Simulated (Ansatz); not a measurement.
## MgZn2C2: relaxing a made-up structure

Starting from a made-up structure for MgZn2C2, the aim is the relaxed cell, its shortest contacts and, where a second run follows, its electronic structure.

Program: Ansatz 0.2.0. Level of theory: DFT, PBEsol, plane-wave PAW, files of the set soft_1, scalar-relativistic, no spin, cell and ions relaxed at zero pressure; PAW set soft_1. Results are calculated unless marked as measured.

## (1) Set-up

The structure is trigonal, space group P-3m1 (No. 164). Conventional cell: a = 3.369 Å, b = 3.369 Å, c = 5.980 Å, α = 90.00°, β = 90.00°, γ = 120.00°. Nearest to Zn lie 4 C at 2.08 to 2.51 Å. Nearest to Mg lie 6 C at 2.38 Å. Nearest to C lie 4 Zn at 2.08 to 2.51 Å and 3 Mg at 2.38 Å. Farther neighbours are not listed.

Coordinates:

```cif
data_structure
_symmetry_space_group_name_H-M 'P 1'
_symmetry_Int_Tables_number 1
_cell_length_a 3.3690
_cell_length_b 3.3690
_cell_length_c 5.9800
_cell_angle_alpha 90.000
_cell_angle_beta 90.000
_cell_angle_gamma 120.000
_cell_volume 58.78
loop_
_atom_site_label
_atom_site_type_symbol
_atom_site_fract_x
_atom_site_fract_y
_atom_site_fract_z
_atom_site_occupancy
Zn1 Zn 0.33333 0.66667 0.64920 1
Zn2 Zn 0.66667 0.33333 0.35080 1
Mg3 Mg 0.00000 0.00000 0.00000 1
C4 C 0.33333 0.66667 0.22940 1
C5 C 0.66667 0.33333 0.77060 1
```

## (2) Relaxation of the guess

The guessed cell has no reason to be at equilibrium. It is relaxed with the atoms, within the space group of the guess.

The input, input.yaml:

```yaml
crystal:
  lattice:
    - [3.369, 0.0, 0.0]
    - [-1.6845, 2.917639585, 0.0]
    - [0.0, 0.0, 5.98]
  atoms:
    - { symbol: Zn, position: [0.333333333, 0.666666667, 0.6492] }
    - { symbol: Zn, position: [0.666666667, 0.333333333, 0.3508] }
    - { symbol: Mg, position: [0.0, 0.0, 0.0] }
    - { symbol: C, position: [0.333333333, 0.666666667, 0.2294] }
    - { symbol: C, position: [0.666666667, 0.333333333, 0.7706] }
kpoints:
  mp_grid: { grid: [9, 9, 5] }
scf:
  occupations: { method: fermi_dirac, width: 0.05 }
hamiltonian:
  xc: pbesol
  pseudopotentials: { kind: paw, azcp: { folder: soft_1 }, xc_functional: pbe }
relax:
  f_tol: 0.015
  max_steps: 70
  cell: {}
output:
  forces: true
  stress: true
```

Command:

```sh
ansatz run input.yaml --threads 4 --pin off --max-ram 8192MiB --backend cpu --events-out ev --progress --plain --runs-dir out
```

Numbers of over 12 decimals in the logs are rounded to 6 here.

What it wrote:

```text
Engine: ansatz 0.2.0, aarch64-unknown-linux-gnu
Pseudopotentials: kind: paw
Pseudopotential: Zn, paw, valence charge 12, recommended cutoff 420 eV (normal), soft_1/Zn.paw.azcp
Pseudopotential: Mg, paw, valence charge 10, recommended cutoff 420 eV (normal), soft_1/Mg.paw.azcp
Pseudopotential: C, paw, valence charge 4, recommended cutoff 420 eV (normal), soft_1/C.paw.azcp
Functional definition: PBEsol
  exchange = pbesol_x
  correlation = pbesol_c
Crystal: 5 atoms, lattice volume = 58.781 Å³
Basis set: ecut = 420 eV, 1159 PW (Γ), exchange–correlation on 48×48×80 points (8 copies of the dense FFT grid, shifted against one another)
Bands: 26, of which v1, the nominal top of the filled ones, is band 21 counted from 1 (20 counted from 0)
Symmetry: 12 space group operations
Space group: P-3m1 (ITA 164), of the structure as read, at distance tolerance 3.9e-5 Å
k-points: 50 of 405
Non-local potential: Zn, projectors of the file, l = 0: 2, l = 1: 2, l = 2: 3, l = 3: 1
Non-local potential: Mg, projectors of the file, l = 0: 3, l = 1: 2, l = 2: 1
Non-local potential: C, projectors of the file, l = 0: 2, l = 1: 2, l = 2: 1
PAW form: soft (Blöchl's): semilocal exchange-correlation on the pseudo side does not see the compensation charge
PAW frozen core: Zn, regenerated for the run's functional, and the local potential with it (the file was generated under x = pbe(κ = 0.804, μ = 0.219515), c = pbe(β = 0.066725))
PAW frozen core: Mg, regenerated for the run's functional, and the local potential with it (the file was generated under x = pbe(κ = 0.804, μ = 0.219515), c = pbe(β = 0.066725))
PAW frozen core: C, regenerated for the run's functional, and the local potential with it (the file was generated under x = pbe(κ = 0.804, μ = 0.219515), c = pbe(β = 0.066725))
PAW one-centre angular grid: Zn, 590 points (default); XC on 64 Gauss nodes
PAW one-centre angular grid: Mg, 110 points (default); XC on 64 Gauss nodes
PAW one-centre angular grid: C, 110 points (default); XC on 64 Gauss nodes
Initial density: superposition of atomic densities (chi_scale 0.1, normalization cell, long waves kept (reshape's long-wave potential 0.01 eV rms))
Initial wavefunctions: pseudopotential atomic-orbital guess
Functional: x = pbesol(κ = 0.804, μ = 0.123457), c = pbesol(β = 0.046)
SCF iter   1: F=—  HF=-8964.474433 eV  |F-HF|=—  |Δ(HF+E_count)|=         —  Δρ=8.10e-2  dr2=5.81e0  ethr=3.10e-3  ⟨swp⟩=6.0  Hψ=6397  notcnv=0
preconditioner: auto → Kerker (q_TF=auto, 2.580 Å⁻¹)  [metal: Δε(μ)=0.023 eV  Ē_g=9.822 eV  σ=0.050 eV  W_gap=0.11  n_scr=22 (ndim 8)  ℏωp=28.2 eV  f_vac=0.000  D(μ)=3.09/eV (n_scr^D=34)]
SCF iter   2: F=—  HF=-8963.655522 eV  |F-HF|=—  |Δ(HF+E_count)|=   8.19e-1  Δρ=3.55e-2  dr2=1.63e0  ethr=3.10e-3  ⟨swp⟩=2.1  Hψ=2545  notcnv=0
SCF iter   3: F=—  HF=-8963.354358 eV  |F-HF|=—  |Δ(HF+E_count)|=   3.01e-1  Δρ=1.88e-2  dr2=2.83e-1  ethr=3.10e-3  ⟨swp⟩=3.1  Hψ=2736  notcnv=0
SCF iter   4: F=—  HF=-8963.287463 eV  |F-HF|=—  |Δ(HF+E_count)|=   6.69e-2  Δρ=4.74e-3  dr2=2.41e-2  ethr=6.74e-4  ⟨swp⟩=2.3  Hψ=2298  notcnv=0
SCF iter   5: F=—  HF=-8963.285427 eV  |F-HF|=—  |Δ(HF+E_count)|=   2.04e-3  Δρ=2.28e-3  dr2=3.24e-3  ethr=5.74e-5  ⟨swp⟩=3.0  Hψ=2758  notcnv=0  defer=3
SCF iter   6: F=—  HF=-8963.284599 eV  |F-HF|=—  |Δ(HF+E_count)|=   8.28e-4  Δρ=1.07e-3  dr2=5.71e-4  ethr=7.72e-6  ⟨swp⟩=2.0  Hψ=2028  notcnv=0  defer=3
SCF iter   7: F=—  HF=-8963.284571 eV  |F-HF|=—  |Δ(HF+E_count)|=   2.78e-5  Δρ=4.07e-4  dr2=1.23e-4  ethr=1.36e-6  ⟨swp⟩=1.8  Hψ=2160  notcnv=0  defer=3
SCF iter   8: F=—  HF=-8963.284546 eV  |F-HF|=—  |Δ(HF+E_count)|=   2.49e-5  Δρ=7.56e-5  dr2=3.64e-6  ethr=2.92e-7  ⟨swp⟩=3.0  Hψ=2341  notcnv=0  defer=3
SCF iter   9: F=—  HF=-8963.284578 eV  |F-HF|=—  |Δ(HF+E_count)|=   3.17e-5  Δρ=2.18e-5  dr2=2.88e-7  ethr=8.66e-9  ⟨swp⟩=2.0  Hψ=2334  notcnv=0  defer=3
SCF iter  10: F=-8963.284578 eV  HF=-8963.284578 eV  |F-HF|=9.85e-9  |Δ(HF+E_count)|=   7.83e-8  Δρ=5.98e-6  dr2=2.28e-8  ethr=2.38e-10  ⟨swp⟩=4.9  Hψ=4593  notcnv=0
SCF 1 converged in 10 iterations: F = -8963.284578 eV  dr2 = 2.28e-8
  greatest PAW one-centre occupation: 1.000 electrons in one spin orbital (limit 2), on the Mg atom at site 2 (counted from 0), in its partial waves of l = 0
relax step   1: F+E_penalty+E_count = -8963.28457787 eV  Δ(F+E_penalty+E_count) = +0.000e0 eV  max|allowed force component| = 8.851e-1 eV/Å  Δτ_max = 0.0000 Å  P = -3.346 GPa  Ω = 58.781 Å³  (10 SCF iters, dr2 threshold 1.00e-7 eV, accepted)
Crystal: 5 atoms, lattice volume = 58.311 Å³
Basis set: ecut = 420 eV, 1147 PW (Γ), exchange–correlation on 48×48×80 points (8 copies of the dense FFT grid, shifted against one another)
Initial density: handed on by an earlier stage of this run
Initial wavefunctions: those handed on with the density
iter 1 solved again at ethr=4.24e-5 eV; its pass at ethr=3.10e-3 eV (dr2=1.78e-2 eV) is discarded
SCF iter   1: F=—  HF=-8963.383482 eV  |F-HF|=—  |Δ(HF+E_count)|=         —  Δρ=4.95e-3  dr2=1.68e-2  ethr=4.24e-5  ⟨swp⟩=1.0  Hψ=6582  notcnv=0
preconditioner: auto → Kerker (q_TF=auto, 2.583 Å⁻¹)  [metal: Δε(μ)=0.055 eV  Ē_g=10.781 eV  σ=0.050 eV  W_gap=0.27  n_scr=22 (ndim 8)  ℏωp=28.4 eV  f_vac=0.000  D(μ)=3.45/eV (n_scr^D=36)]
SCF iter   2: F=—  HF=-8963.380236 eV  |F-HF|=—  |Δ(HF+E_count)|=   3.25e-3  Δρ=2.34e-3  dr2=5.82e-3  ethr=4.01e-5  ⟨swp⟩=2.2  Hψ=1921  notcnv=0
SCF iter   3: F=—  HF=-8963.378991 eV  |F-HF|=—  |Δ(HF+E_count)|=   1.24e-3  Δρ=1.03e-3  dr2=9.58e-4  ethr=1.39e-5  ⟨swp⟩=3.0  Hψ=2165  notcnv=0
SCF iter   4: F=—  HF=-8963.378726 eV  |F-HF|=—  |Δ(HF+E_count)|=   2.65e-4  Δρ=5.02e-4  dr2=3.76e-4  ethr=2.28e-6  ⟨swp⟩=2.0  Hψ=1977  notcnv=0
SCF iter   5: F=—  HF=-8963.378646 eV  |F-HF|=—  |Δ(HF+E_count)|=   8.01e-5  Δρ=1.05e-4  dr2=1.96e-5  ethr=8.95e-7  ⟨swp⟩=2.0  Hψ=1455  notcnv=0
SCF iter   6: F=—  HF=-8963.378643 eV  |F-HF|=—  |Δ(HF+E_count)|=   2.73e-6  Δρ=5.11e-5  dr2=1.75e-6  ethr=4.67e-8  ⟨swp⟩=2.9  Hψ=2341  notcnv=0
SCF iter   7: F=-8963.378643 eV  HF=-8963.378643 eV  |F-HF|=4.61e-8  |Δ(HF+E_count)|=   5.64e-7  Δρ=1.47e-5  dr2=1.38e-7  ethr=1.19e-9  ⟨swp⟩=5.0  Hψ=4825  notcnv=0
SCF 2 converged in 7 iterations: F = -8963.378643 eV  dr2 = 1.38e-7
relax step   2: F+E_penalty+E_count = -8963.37864251 eV  Δ(F+E_penalty+E_count) = -9.406e-2 eV  max|allowed force component| = 5.042e-1 eV/Å  Δτ_max = 0.0610 Å  P = -2.092 GPa  Ω = 58.311 Å³  energy of the carried Pulay correction = +5.102e-4 eV  (7 SCF iters, dr2 threshold 5.00e-7 eV, accepted)
Crystal: 5 atoms, lattice volume = 57.282 Å³
Basis set: ecut = 420 eV, 1123 PW (Γ), exchange–correlation on 48×48×80 points (8 copies of the dense FFT grid, shifted against one another)
iter 1 solved again at ethr=1.24e-4 eV; its pass at ethr=3.10e-3 eV (dr2=5.22e-2 eV) is discarded
SCF iter   1: F=—  HF=-8963.462897 eV  |F-HF|=—  |Δ(HF+E_count)|=         —  Δρ=9.20e-3  dr2=5.26e-2  ethr=1.24e-4  ⟨swp⟩=1.2  Hψ=7479  notcnv=0
preconditioner: auto → Kerker (q_TF=auto, 2.591 Å⁻¹)  [metal: Δε(μ)=0.010 eV  Ē_g=11.030 eV  σ=0.050 eV  W_gap=0.05  n_scr=22 (ndim 8)  ℏωp=28.6 eV  f_vac=0.000  D(μ)=4.73/eV (n_scr^D=54)]
SCF iter   2: F=—  HF=-8963.453193 eV  |F-HF|=—  |Δ(HF+E_count)|=   9.70e-3  Δρ=4.33e-3  dr2=1.77e-2  ethr=1.24e-4  ⟨swp⟩=2.9  Hψ=2179  notcnv=0
SCF iter   3: F=—  HF=-8963.449717 eV  |F-HF|=—  |Δ(HF+E_count)|=   3.48e-3  Δρ=1.94e-3  dr2=2.86e-3  ethr=4.22e-5  ⟨swp⟩=3.0  Hψ=2380  notcnv=0
SCF iter   4: F=—  HF=-8963.448858 eV  |F-HF|=—  |Δ(HF+E_count)|=   8.59e-4  Δρ=8.50e-4  dr2=1.01e-3  ethr=6.82e-6  ⟨swp⟩=2.0  Hψ=2017  notcnv=0
SCF iter   5: F=—  HF=-8963.448619 eV  |F-HF|=—  |Δ(HF+E_count)|=   2.40e-4  Δρ=1.78e-4  dr2=5.25e-5  ethr=2.39e-6  ⟨swp⟩=1.9  Hψ=1474  notcnv=0
SCF iter   6: F=—  HF=-8963.448612 eV  |F-HF|=—  |Δ(HF+E_count)|=   6.73e-6  Δρ=1.12e-4  dr2=6.18e-6  ethr=1.25e-7  ⟨swp⟩=2.0  Hψ=1992  notcnv=0
SCF iter   7: F=—  HF=-8963.448610 eV  |F-HF|=—  |Δ(HF+E_count)|=   1.83e-6  Δρ=2.93e-5  dr2=5.83e-7  ethr=1.47e-8  ⟨swp⟩=2.8  Hψ=2426  notcnv=0
SCF iter   8: F=-8963.448610 eV  HF=-8963.448610 eV  |F-HF|=6.68e-8  |Δ(HF+E_count)|=   2.83e-8  Δρ=1.38e-5  dr2=1.49e-7  ethr=1.19e-9  ⟨swp⟩=4.3  Hψ=4667  notcnv=0
SCF 3 converged in 8 iterations: F = -8963.448610 eV  dr2 = 1.49e-7
relax step   3: F+E_penalty+E_count = -8963.44861004 eV  Δ(F+E_penalty+E_count) = -6.997e-2 eV  max|allowed force component| = 3.144e-1 eV/Å  Δτ_max = 0.1040 Å  P = +1.220 GPa  Ω = 57.282 Å³  energy of the carried Pulay correction = +1.643e-3 eV  (8 SCF iters, dr2 threshold 5.00e-7 eV, accepted)
[...]
relax step   4: F+E_penalty+E_count = -8963.46160827 eV  Δ(F+E_penalty+E_count) = -1.300e-2 eV  max|allowed force component| = 1.936e-1 eV/Å  Δτ_max = 0.0203 Å  P = +0.266 GPa  Ω = 57.454 Å³  energy of the carried Pulay correction = +1.452e-3 eV  (7 SCF iters, dr2 threshold 5.00e-7 eV, accepted)
[...]
relax step   5: F+E_penalty+E_count = -8963.48097311 eV  Δ(F+E_penalty+E_count) = -1.936e-2 eV  max|allowed force component| = 1.299e-1 eV/Å  Δτ_max = 0.0342 Å  P = -0.270 GPa  Ω = 57.440 Å³  energy of the carried Pulay correction = +1.468e-3 eV  (7 SCF iters, dr2 threshold 5.00e-7 eV, accepted)
[...]
relax step   6: F+E_penalty+E_count = -8963.48031626 eV  Δ(F+E_penalty+E_count) = +6.568e-4 eV  max|allowed force component| = 1.729e-1 eV/Å  Δτ_max = 0.0598 Å  P = +0.874 GPa  Ω = 56.825 Å³  energy of the carried Pulay correction = +2.153e-3 eV  (7 SCF iters, dr2 threshold 5.00e-7 eV, rejected (line search))
[...]
relax step   7: F+E_penalty+E_count = -8963.48748642 eV  Δ(F+E_penalty+E_count) = -6.513e-3 eV  max|allowed force component| = 1.268e-2 eV/Å  Δτ_max = 0.0255 Å  P = -0.093 GPa  Ω = 57.346 Å³  energy of the carried Pulay correction = +1.572e-3 eV  (10 SCF iters, accepted)
[...]
relax step   8: F+E_penalty+E_count = -8963.48770359 eV  Δ(F+E_penalty+E_count) = -2.172e-4 eV  max|allowed force component| = 2.332e-3 eV/Å  Δτ_max = 0.0033 Å  P = +0.012 GPa  Ω = 57.286 Å³  energy of the carried Pulay correction = +1.639e-3 eV  (6 SCF iters, dr2 threshold 1.77e-7 eV, accepted)
Initial wavefunctions: pseudopotential atomic-orbital guess (no wavefunctions were taken with the density)
iter 1 solved again at ethr=1.17e-7 eV; its pass at ethr=3.10e-3 eV (dr2=4.91e-5 eV) is discarded
SCF iter   1: F=—  HF=-8963.487442 eV  |F-HF|=—  |Δ(HF+E_count)|=         —  Δρ=5.88e-4  dr2=8.88e-6  ethr=1.17e-7  ⟨swp⟩=3.4  Hψ=10145  notcnv=0
preconditioner: auto → Kerker (q_TF=auto, 2.591 Å⁻¹)  [metal: Δε(μ)=0.068 eV  Ē_g=10.997 eV  σ=0.050 eV  W_gap=0.33  n_scr=22 (ndim 8)  ℏωp=28.6 eV  f_vac=0.000  D(μ)=3.41/eV (n_scr^D=34)]
SCF iter   2: F=—  HF=-8963.487627 eV  |F-HF|=—  |Δ(HF+E_count)|=   1.86e-4  Δρ=3.18e-4  dr2=5.31e-6  ethr=2.11e-8  ⟨swp⟩=2.0  Hψ=1814  notcnv=0
SCF iter   3: F=—  HF=-8963.487690 eV  |F-HF|=—  |Δ(HF+E_count)|=   6.30e-5  Δρ=5.76e-5  dr2=6.03e-7  ethr=1.26e-8  ⟨swp⟩=2.0  Hψ=1942  notcnv=0
SCF iter   4: F=—  HF=-8963.487690 eV  |F-HF|=—  |Δ(HF+E_count)|=   6.79e-8  Δρ=9.53e-6  dr2=1.12e-8  ethr=1.44e-9  ⟨swp⟩=2.0  Hψ=2099  notcnv=0
SCF iter   5: F=—  HF=-8963.487690 eV  |F-HF|=—  |Δ(HF+E_count)|=   8.28e-8  Δρ=4.47e-6  dr2=2.09e-9  ethr=2.66e-11  ⟨swp⟩=2.0  Hψ=2155  notcnv=0
SCF iter   6: F=—  HF=-8963.487690 eV  |F-HF|=—  |Δ(HF+E_count)|=   9.62e-9  Δρ=5.80e-7  dr2=1.21e-10  ethr=4.97e-12  ⟨swp⟩=2.0  Hψ=2123  notcnv=0
SCF iter   7: F=-8963.487690 eV  HF=-8963.487690 eV  |F-HF|=3.64e-12  |Δ(HF+E_count)|=    0.00e0  Δρ=1.09e-7  dr2=1.07e-11  ethr=1.00e-12  ⟨swp⟩=4.6  Hψ=4503  notcnv=0
SCF 9 converged in 7 iterations: F = -8963.487690 eV  dr2 = 1.07e-11
relax step   9: F+E_penalty+E_count = -8963.48769037 eV  Δ(F+E_penalty+E_count) = +1.322e-5 eV  max|allowed force component| = 2.532e-3 eV/Å  Δτ_max = 0.0000 Å  P = +0.021 GPa  Ω = 57.286 Å³  stress off target by 4.40e-2 GPa  SCF on the basis re-selected at this cell (its energy is not comparable with the rows above)  (7 SCF iters)
basis re-selected at this cell: Δ(F+E_penalty+E_count) = +1.322e-5 eV, ΔP = +0.009 GPa vs the last step (what re-selecting the basis moved, of the pressure what is left beyond the Pulay correction that the steps carried, after the strain that the cell walked since its last selection, with what the two solves' SCF thresholds leave and, on support functions, any second-order correction that the steps lacked; it is no m [...]
SCF converged after 7 iterations
Free energy (F): -8963.487690 eV
Harris-Foulkes:  -8963.487690 eV  (|F-HF|=3.64e-12)
Internal energy: -8963.459869 eV  (E = F + TS)
E sigma→0 (E₀):  -8963.473780 eV
Entropy (-TS):   -0.027822 eV (-5.564 meV/atom)
Fermi energy:    9.840203 eV
--- Per-component energies (eV) ---
  E_band       = -192.084096
  E_kinetic    = 534.861258
  E_local      = -5300.054943  (includes V_loc(G=0)·N_el)
  E_nonlocal   = 1876.511702
  E_hartree    = 1918.667415
  E_xc         = -276.821391
  E_vxc        = -254.546032  (∫ρ·V_xc dr)
  E_paw        = -4194.803024  (= ΣΔE_a)
  E_vpaw       = -886.190216  (= ΣTr[D̂ρ^β])
  E_aug_tail   = -0.000635  (compensation charges beyond the density's cutoff)
  E_ewald      = -3523.516025
  E_core_change = 1.695775  (= ΣΔE_core)
  E_smearing   = -0.027822  (= −TS)
  E_closure    = -0.000000  (closes the sum)
  Σ components = -8963.487690   (vs F -8963.487690, Δ=0.00e0)
--- Forces (eV/Å), atoms counted from 1 ---
  atom   1  Zn     0.00000000     0.00000000    -0.00014939
  atom   2  Zn     0.00000000    -0.00000000     0.00014939
  atom   3  Mg    -0.00000000    -0.00000000     0.00000000
  atom   4  C      0.00000000     0.00000000    -0.00253214
  atom   5  C      0.00000000    -0.00000000     0.00253214
  max |Σ_I F_I| component: 3.70e-17 eV/Å
--- Stress (GPa, compression-positive) ---
        0.043966      -0.000000      -0.000000
       -0.000000       0.043966      -0.000000
       -0.000000      -0.000000      -0.025212
  P = ⅓ Tr σ = 0.0209 GPa (0.209 kbar)
--- Relaxed structure (8 steps of the walk, 7 accepted, 1 SCFs on fresh bases) ---
  F+E_penalty+E_count = -8963.48769037 eV   max|allowed force component| = 2.532e-3 eV/Å   (the final SCF, on the basis selected at the relaxed cell)
  cell:  # Å, volume = 57.2857 Å³
    - [3.458148, 0, -2.0976871259316155e-17]
    - [-1.729074, 2.994844, 1.0488435629658077e-17]
    - [-3.7234102148480176e-17, 0, 5.531318]
  atoms:
    - { symbol: Zn, position: [0.333333, 0.666667, 0.655053] }
    - { symbol: Zn, position: [0.666667, 0.333333, 0.344947] }
    - { symbol: Mg, position: [0, 0, 0] }
    - { symbol: C, position: [0.333333, 0.666667, 0.256195] }
    - { symbol: C, position: [0.666667, 0.333333, 0.743805] }
```

Elapsed: 11 s, on 4 threads of Arm Neoverse V2, shared host; peak memory 0.47 GiB; 31 s of CPU time.

The steps of the relaxation:

```
step  energy less that of the first step (eV)  largest force component (eV/Å)  pressure (GPa)  volume (Å³)
   1                                   0.0000                          0.8851           -3.35        58.78
   2                                  -0.0941                          0.5042           -2.09        58.31
   3                                  -0.1640                          0.3144            1.22        57.28
   4                                  -0.1770                          0.1936            0.27        57.45
   5                                  -0.1964                          0.1299           -0.27        57.44
   6                                  -0.1957                          0.1729            0.87        56.82
   7                                  -0.2029                          0.0127           -0.09        57.35
   8                                  -0.2031                          0.0023            0.01        57.29
  9*                                  -0.2031                          0.0025            0.02        57.29
```

Relaxation steps marked * repeat the geometry before them on a plane-wave basis chosen anew for their cell, so energy and pressure can jump there. Relaxation step 6 was tried and not accepted.

The run keeps the 12 symmetry operations that it works with, so distortions that break them were not tested.

```
conventional cell, symmetrised  before  after  change
                         a (Å)   3.369  3.458  +2.6 %
                         b (Å)   3.369  3.458  +2.6 %
                         c (Å)   5.980  5.531  -7.5 %
              volume (Å³/atom)   11.76  11.46  -2.5 %
```

The atoms that moved most (Å, as changes of fractional coordinates times the final cell):

```
atom     dx     dy      dz  length
  C4  0.000  0.000   0.148   0.148
  C5  0.000  0.000  -0.148   0.148
 Zn1  0.000  0.000   0.032   0.032
 Zn2  0.000  0.000  -0.032   0.032
```

Final coordinates:

```
Zn Mg C
1.0
     3.45815    0.00000    0.00000
    -1.72907    2.99484    0.00000
     0.00000    0.00000    5.53132
Zn Mg C
2 1 2
Cartesian
  0.0000 1.9966 3.6233
  1.7291 0.9983 1.9080
  0.0000 0.0000 0.0000
  0.0000 1.9966 1.4171
  1.7291 0.9983 4.1142
```

Numbers from this step:

| Property | Result |
| --- | --- |
| free energy | -8963.4877 eV |
| energy at zero smearing | -8963.4738 eV |
| smearing term TS | 0.02782 eV |
| Fermi energy | 9.840 eV |
| electrons | 42 |
| symmetry operations | 12 |
| pressure | 0.02091 GPa |

Shortest distances by pair of elements, guess and relaxed (not always the same contact):

```
 pair  guess (Å)  relaxed (Å)
 C–Zn      2.076        2.056
 C–Mg      2.380        2.448
Zn–Zn      2.640        2.632
Mg–Zn      2.861        2.762
  C–C      3.363        3.356
```

The relaxation ends with a largest force component of 0.0025 eV/Å and a pressure of 0.02 GPa.

## (3) Summary of results

```yaml
space_group_relaxed: P-3m1
conventional_cell: a = 3.458, b = 3.458, c = 5.531 Å; α = 90.0°, β = 90.0°, γ = 120.0°
volume_per_atom: 11.46 Å³ (guess 11.76)
```

**Reading.** MgZn2C2 relaxes to P-3m1 with a = 3.458, b = 3.458 and c = 5.531 Å. The guessed volume was 3 % too large. The space group P-3m1 was held in the relaxation, so the end point is a stationary structure within it and may be a saddle against distortions or other arrangements. Mesh and cutoff weren't tested. No dispersion term is used, so weakly bound directions may come out too long. Nothing here tests whether the compound is stable against decomposition.

[Logs are printed without paths, hosts, clocks, repeated set-up lines and the standing remarks that a program may print on its own settings, such as how far it seeks lower states.]

[Hosts, paths, dates, database ids (printed as entryN), source tags and the programs' standing remarks are cut or masked in the printed files.]
